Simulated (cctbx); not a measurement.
# What resolution and counting buy: CaZn2I6

Space group P-4b2 (no. 117), a = 7.9020 Å, b = 7.9020 Å, c = 23.4980 Å, α = 90.00°, β = 90.00°, γ = 90.00°.

```
atom  mult.       x       y       z  Ueq (Å²)
  I1      8  0.8045  0.2822  0.5857    0.0059
  I2      8  0.8000  0.2102  0.0851    0.0040
  I3      8  0.7765  0.7465  0.2473    0.0047
 Zn1      4     1/2     1/2  0.6695    0.0065
 Zn2      4     1/2       0  0.8365    0.0053
 Ca1      2     1/2     1/2       0    0.0069
 Ca2      2     1/2       0     1/2    0.0087
```

This is a model crystal, built by substitution and not relaxed, with assumed displacement parameters.

Five simulated data sets (cctbx; Mo Kα, λ = 0.71073 Å; 2 % proportional error) differ in resolution or exposure (noise floor 2 counts in the first three, 8 in the last two). Each is refined with the right model, isotropic at 1.1 Å and anisotropic otherwise. How do the figures of merit and the uncertainties move?

```
d min (Å)  top counts  ⟨I/σ⟩ (unmerged, absences included)  unique  param. (scale apart)   Rint      R1  GooF  largest s.u. xyz (fractional)  s.u. U of Ca1 (Å²)  largest error (Å)
      1.1        5000                                  6.4     580                    18  0.053  0.0203  0.92                        0.00015              0.0017             0.0047
     0.84        5000                                  5.7    1299                    42  0.064  0.0239  0.92                        0.00009              0.0016             0.0021
      0.6        5000                                  4.7    3571                    42  0.088  0.0303  0.94                        0.00005              0.0006             0.0008
     0.75         300                                  0.4    1838                    42  0.691  0.1435  0.94                        0.00146              0.0148             0.0461
     0.75        3000                                  2.8    1838                    42  0.160  0.0459  0.94                        0.00018              0.0041             0.0047
```

The number of reflections grows roughly as 1/d³: 580, 1299 and 3571 here. R1 follows the noise rather than the truth: at 300 counts it is 0.1435, at 3000 counts 0.0459, while GooF is 0.94 and 0.94: the weights 1/σ² carry the noise. The s.u. of U (U11 where anisotropic) for Ca1 goes 0.0017, 0.0016, 0.0006 Å² with resolution and 0.0148, 0.0041 Å² with exposure.

Hardware for the 0.6 Å refinement: 0.75 s on 1 thread of Arm Neoverse N1, on a shared host, peak memory 0.1 GiB.

[Logs are printed without paths, hosts, clocks, repeated set-up lines and the standing remarks that a program may print on its own settings, such as how far it seeks lower states.]
